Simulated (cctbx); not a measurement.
# A disordered crystal of nominal AlFe4Bi

Cell a = 5.3900 Å, b = 5.3900 Å, c = 7.4170 Å, α = 90.00°, β = 90.00°, γ = 120.00°; space group P6/mmm (no. 191); nominal formula AlFe4Bi.

Simulated single-crystal data (cctbx): Mo Kα, λ = 0.71073 Å, to d = 0.77 Å, 50 % of the full sphere, strongest reflection 40000 counts, noise from counting, a 4 % proportional error and a noise floor of 15 counts (s.d.); no absorption, and some extinction, which the refinements don't model.

With every site full:

```text
Rint 0.032, 115 unique reflections to 0.77 A
cycle     R1     wR2    GooF  max shift (A)
   1  0.1242  0.3622  17.855   0.00098
   2  0.0170  0.0489   2.408   0.00001
final R1 0.0170 wR2 0.0489 GooF 2.408  parameters 12  data/parameter 9.6
atom        x        y        z      Ueq    occ   su(xyz)  su(Uiso or U11)
Bi1    0.00000  0.00000  0.50000   0.0066  1.000  0.00000  0.0003
Bi2    0.00000  0.00000  0.00000   0.0212  1.000  0.00000  0.0004
Fe1    0.00000  0.50000  0.29793   0.0108  1.000  0.00021  0.0006
Fe2    0.33333  0.66667  0.00000   0.0151  1.000  0.00000  0.0009
Al1    0.33333  0.66667  0.50000   0.0410  1.000  0.00000  0.0031
difference map: max 1.08 min -2.64 rms 0.26
Q1    0.3333  0.6667  0.2158    4    1.11  1.60 A from Fe2
Q2    0.0000  0.0000  0.4586    2    0.73  0.31 A from Bi1
Q3    0.3333  0.6667  0.3304    4    0.61  1.26 A from Al1
Q4    0.1125  0.2250  0.3545   12    0.45  1.51 A from Bi1
Q5    0.1001  0.5500  0.3981   12    0.43  0.88 A from Fe1
Q6    0.1074  0.2147  0.0950   12    0.39  1.23 A from Bi2
```

With the occupancies of the suspect sites free, each still typed as its main element:

```text
Rint 0.032, 115 unique reflections to 0.77 A
cycle     R1     wR2    GooF  max shift (A)
   1  0.0998  0.3536  17.519   0.00108
   2  0.0110  0.0226   1.117   0.00003
final R1 0.0111 wR2 0.0225 GooF 1.115  parameters 13  data/parameter 8.8
atom        x        y        z      Ueq    occ   su(xyz)  su(Uiso or U11)
Bi1    0.00000  0.00000  0.50000   0.0073  1.000  0.00000  0.0002
Bi2    0.00000  0.00000  0.00000   0.0189  0.941  0.00000  0.0002
Fe1    0.00000  0.50000  0.29778   0.0116  1.000  0.00010  0.0003
Fe2    0.33333  0.66667  0.00000   0.0156  1.000  0.00000  0.0004
Al1    0.33333  0.66667  0.50000   0.0420  1.000  0.00000  0.0014
su of occupancy Bi2: 0.003
difference map: max 0.99 min -0.78 rms 0.17
Q1    0.3333  0.6667  0.2191    4    1.00  1.63 A from Fe2
Q2    0.3333  0.6667  0.3312    4    0.60  1.25 A from Al1
Q3    0.0000  0.0000  0.1052    2    0.58  0.78 A from Bi2
Q4    0.1809  0.3617  0.0000    6    0.42  1.42 A from Fe2
Q5    0.1241  0.2481  0.1100   12    0.40  1.42 A from Bi2
Q6    0.1146  0.2293  0.3950   12    0.39  1.32 A from Bi1
```

**Question.** What is the disorder?

X-rays count electrons. Bi2 refines to 0.941(0.003), or 78.1 electrons; the site truly holds 0.94 Bi, 78.0 electrons, which is 0.940 of Bi. A value under 1 can't tell vacancies from a lighter guest, and one over 1 needs a heavier guest; chemistry or a second radiation must settle which. Occupancy correlates with U and the scale, so the match is approximate.

Freeing them takes R1 from 0.0170 to 0.0111 and GooF from 2.41 to 1.11.

The model was made for the exercise: a known structure type with other elements put in, its volume estimated, not relaxed; displacement parameters are assumed.

[Middle refinement cycles are left out of these outputs.]

[Logs are printed without paths, hosts, clocks, repeated set-up lines and the standing remarks that a program may print on its own settings, such as how far it seeks lower states.]
